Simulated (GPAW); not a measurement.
# Foreign atoms in a relaxed Pb chain: which ones block the current?

One atom thick, a chain of Pb offers 3 channels a spin at the Fermi level. How much of the current survives when a foreign atom sits in the chain or at its side?

How it was computed: GPAW 26.7.0 in a basis of numerical atomic orbitals with PAW setups; lead and junction are solved self-consistently in repeated cells 9 Å or more across, their Hamiltonian and overlap matrices go into Green's functions with semi-infinite leads (ASE), and T is the Landauer transmission at zero bias, at the junction cell's Fermi level, for one spin or as the mean of both where a run is spin-polarised. Basis dzp and PBE unless a column says otherwise. The atoms between the held lead ends were first relaxed in the dzp basis, within the symmetry of the start (GPAW, PBE, forces under 0.05 eV/Å; an orbital basis tends to overbind); the leads kept an estimated spacing and the cell its length.

What came out:

```
atom                              place  T, dzp    T↑    T↓  T, minimal basis
  Cu                    beside one bond    2.59     -     -              2.51
   H           on top of one chain atom    2.14     -     -              2.13
  Co  in line, replacing one chain atom    1.73  1.26  2.19              1.37
   O  in line, replacing one chain atom    1.47     -     -              1.85
   N                        two in line    1.44     -     -              1.62
  Cu                        two in line    1.02     -     -              1.05
  Li                        two in line   0.981     -     -             0.999
```

**Reading.** T at the Fermi level runs from 2.59 (Cu beside) down to 0.981 (Li ×2 in line), against 3 open channels a spin in the clean chain. The minimal basis misses the dzp value by a median factor of 1.03 and by 1.3 at worst, to be set beside the factor of 2.64 between the ends of the table.

**Limits.** An evenly spaced straight chain is an idealisation of an electrode: free chains dimerise or zigzag, and their density of states has sharper edges than a bulk metal's. Once the lead is aligned to the junction's end layer, its own Fermi level lies within 0.06 eV of the zero used here in the dzp runs. Only 1 of the runs were spin-polarised; the others may miss a magnetic state. Spin-polarised runs started from parallel moments; another order may lie lower. Spin-orbit coupling is left out, which matters for the heavier atoms here. Element, place and number of foreign atoms change together from row to row, so the order can't be credited to the element alone. T at one energy can sit on the flank of a resonance and move with small shifts of the Fermi level. Junctions whose dzp lead is shut at the Fermi level or whose end layer misses the lead by over 0.25 eV were left out, as were H in line (its neighbours overlap directly) and, where atoms were relaxed, moves over 0.6 Å, which change the site.

[Logs are printed without paths, hosts, clocks, repeated set-up lines and the standing remarks that a program may print on its own settings, such as how far it seeks lower states.]
